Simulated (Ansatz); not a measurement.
# C on Ti(0001): change of the work function, part 4 of 4

How does C on the fcc site change the work function of Ti(0001) as the layer fills?

Ansatz 0.2.0; plane-wave DFT, PBE, Ansatz PAW (set soft_1); PAW set soft_1.

So far, work function, upper face (eV): step 2 (the clean slab) 4.37; step 3 (37 atoms, coverage 0.111 ML, cell 3x3) 4.59; step 4 (17 atoms, coverage 0.25 ML, cell 2x2) 4.91.

### 5. The covered slab, k-mesh 6×6×1, coverage 0.5 ML (continued)

The density of states has structure finer than the step of the table below, so its rows give means over 0.2 eV, whole bins alone (the curve runs from -8 to 0.9 eV). Peaks (eV: height): -0.63: 44.0, -0.51: 37.1, -0.03: 37.9, 0.12: 39.1, 0.21: 41.6, 0.45: 38.1, 0.87: 49.6.

The density of states by energy, zero at the Fermi level; means over each step:

energy (eV), density of states (states/eV a cell) and a bar:
```
     -5.8        0.0 
     -5.6        0.2 
     -5.4        1.1 #
     -5.2        1.2 #
     -5.0        1.3 #
     -4.8        1.3 #
     -4.6        1.4 #
     -4.4        2.7 ##
     -4.2        2.5 ##
     -4.0        3.4 ###
     -3.8        3.6 ###
     -3.6        4.0 ###
     -3.4        4.2 ###
     -3.2        7.4 ######
     -3.0       10.0 ########
     -2.8        9.2 #######
     -2.6       14.4 ###########
     -2.4       11.6 #########
     -2.2       20.4 ################
     -2.0       15.2 ############
     -1.8       19.0 ###############
     -1.6       21.0 #################
     -1.4       17.1 #############
     -1.2       24.6 ###################
     -1.0       21.6 #################
     -0.8       26.9 #####################
     -0.6       28.8 #######################
     -0.4       23.9 ###################
     -0.2       21.7 #################
      0.0       29.2 #######################
      0.2       33.7 ###########################
      0.4       30.3 ########################
      0.6       28.1 ######################
      0.8       38.1 ##############################
```

The relaxation took 8 steps and lowered the energy by 4.7 eV; the largest force on the free atoms ends at 0.0084 eV/Å.

The covered face has 5.33 eV, +0.95 eV against the clean one; the bare back face has moved by -0.02 eV, a measure of how thin the slab is.

### 6. Adsorbate added, k-mesh 12×12×1, coverage 1 ML

System of this step: C/Ti(0001). The cell holds 5 atoms: 4 Ti and 1 C. Its edges and angles: a = 2.950 Å, b = 2.950 Å, c = 26.655 Å, α = 90.0°, β = 90.0°, γ = 60.0°. Vacuum lies along c.

Another coverage, to see how the dipoles act on each other as their distance changes.

File input.yaml:

```yaml
crystal:
  lattice:
    - [2.95, 0.0, 0.0]
    - [1.475, 2.5547749412, 0.0]
    - [0.0, 0.0, 26.6551368813]
  atoms:
    - { symbol: Ti, position: [0.6666666667, 0.6666666667, 0.337645987] }
    - { symbol: Ti, position: [0.0, 0.0, 0.4255202308] }
    - { symbol: Ti, position: [0.6666666667, 0.6666666667, 0.5159374524] }
    - { symbol: Ti, position: [0.0, 0.0, 0.5972879136] }
    - { symbol: C, position: [0.3333333333, 0.3333333333, 0.662354013] }
kpoints:
  mp_grid: { grid: [12, 12, 1] }
hamiltonian:
  xc: pbe
  pseudopotentials: { kind: paw, azcp: { folder: soft_1 } }
scf:
  occupations: { method: fermi_dirac, width: 0.1 }
  convergence: { dr2_threshold: 1.0e-08 }
efield:
  axis: 3
  dipole_correction: true
  ramp_position: 0.97
  ramp_width: 0.06
relax:
  f_tol: 0.02
  max_steps: 60
  constraints: [{ sites: [0, 1] }]
output:
  write_potential: true
  write_density: true
  volumetric_format: npy
```

Run with:

```console
ansatz run input.yaml --threads 4 --pin off --max-ram 16384MiB --backend cpu --events-out ev --progress --plain --runs-dir out
```

Numbers of over 12 decimals in the logs are rounded to 6 here.

What it wrote:

```text
[...]
Crystal: 5 atoms, lattice volume = 200.889 Å³
Basis set: ecut = 420 eV, 3845 PW (Γ), exchange–correlation on 40×40×360 points (8 copies of the dense FFT grid, shifted against one another)
Bands: 32, of which v1, the nominal top of the filled ones, is band 26 counted from 1 (25 counted from 0)
Symmetry: 6 space group operations
[...]
F+E_penalty+E_count = -10246.37633156 eV   max|allowed force component| = 1.887e-2 eV/Å
  atoms:
    - { symbol: Ti, position: [0.666667, 0.666667, 0.337646] }
    - { symbol: Ti, position: [-1.850371707762447e-17, -1.8503717077624474e-17, 0.425520] }
    - { symbol: Ti, position: [0.666667, 0.666667, 0.510681] }
[...]
- { symbol: C, position: [0.333333, 0.333333, 0.641255] }
[key lines of the parts left out:]
SCF converged after 10 iterations
Free energy (F): -10246.376332 eV
Fermi energy:    1.356294 eV
Dipole field:    D = -0.087980 V/Å  (p = -0.097674 e·Å, saw-weighted, corrected)
Work function:   Φ+ = 6.7249 eV   Φ− = 4.3797 eV
```

The job ended after 24 s (4 threads of Arm Neoverse V1, shared host; peak memory 0.5 GiB; 94 s of CPU time).

Step by step:

```csv
step,energy less that of the first step (eV),largest force component (eV/Å)
1,0.0000,3.0827
2,-1.1104,2.7620
3,-1.8751,0.9668
4,-1.9317,0.4906
5,-1.9269,0.2860
6,-1.9514,0.0189
```

Relaxation step 5 was tried and not accepted.

The run keeps the 6 symmetry operations that it works with, so distortions that break them were not tested.

The atoms that moved most (Å):

```csv
atom,dx,dy,dz,length
C5,0.000,0.000,-0.562,0.562
Ti4,0.000,0.000,0.326,0.326
Ti3,0.000,0.000,-0.140,0.140
```

The relaxed structure:

```xyz
5
Lattice="2.9500 0.0000 0.0000 1.4750 2.5548 0.0000 0.0000 0.0000 26.6551" Properties=species:S:1:pos:R:3
Ti    2.9500    1.7032    9.0000
Ti    0.0000    0.0000   11.3423
Ti    2.9500    1.7032   13.6123
Ti    0.0000    0.0000   16.2469
C     1.4750    0.8516   17.0927
```

The relaxation took 6 steps and lowered the energy by 2.0 eV; the largest force on the free atoms ends at 0.019 eV/Å.

The covered face has 6.72 eV, +2.35 eV against the clean one; the bare back face has moved by -0.04 eV, a measure of how thin the slab is.

### 7. Work function against coverage

This step: plane-wave DFT, PBE, Ansatz PAW (set soft_1); work function against coverage; PAW set soft_1 (Ansatz 0.2.0).

The runs are now put side by side.

Numbers from this step:

- work function of the clean face: 4.374 eV
- largest change of the work function: 2.351 eV

The work function of the covered face by coverage:

```csv
coverage (adsorbates/nm²),work function of the covered face (eV)
0.00,4.37
1.47,4.59
3.32,4.91
6.63,5.33
13.27,6.72
```

The dipole per adsorbate comes from the change of the cell's dipole. Coverage, by row:

```csv
coverage (1/nm²),coverage (ML),work function (eV),change (eV),"dipole per adsorbate, positive end outwards (debye)",mean height of the added atoms over the highest substrate atom (Å)
1.474,0.1111,4.585,0.2113,-0.391,0.9592
3.317,0.25,4.912,0.5383,-0.437,0.9564
6.634,0.5,5.326,0.9519,-0.391,0.8495
13.27,1,6.725,2.351,-0.479,0.8458
```

### 8. What came out

| Item | Value |
| --- | --- |
| work function of the clean face | 4.37 eV |
| work function at 0.11 ML | 4.59 eV |
| work function at 0.25 ML | 4.91 eV |
| work function at 0.5 ML | 5.33 eV |
| work function at 1 ML | 6.72 eV |
| dipole per adsorbate at 0.11 ML, positive end outwards | -0.39 D |

What this shows: C raises the work function of Ti(0001) at the lowest coverage, by 0.21 eV: the adsorbate layer has its negative end outwards. The slab has 4 layers, at the tabulated experimental lattice constant, one starting site was run, and quantum-size effects of a slab this thin can reach one or two tenths of an eV.

[Logs are printed without paths, hosts, clocks, repeated set-up lines and the standing remarks that a program may print on its own settings, such as how far it seeks lower states.]

[Hosts, paths, dates, database ids (printed as entryN), source tags and the programs' standing remarks are cut or masked in the printed files.]

[Maps of the electrostatic potential energy from Ansatz leave out the sawtooth potential of an applied field or a dipole correction, so their vacuum need not be flat; planar profiles and work functions include it.]

[The density of states shown here was stored with 400 of the rows of the run's finer table, so its peaks can read low, often by over a quarter, or be missed, and its means over a window can be off by a tenth or more.]
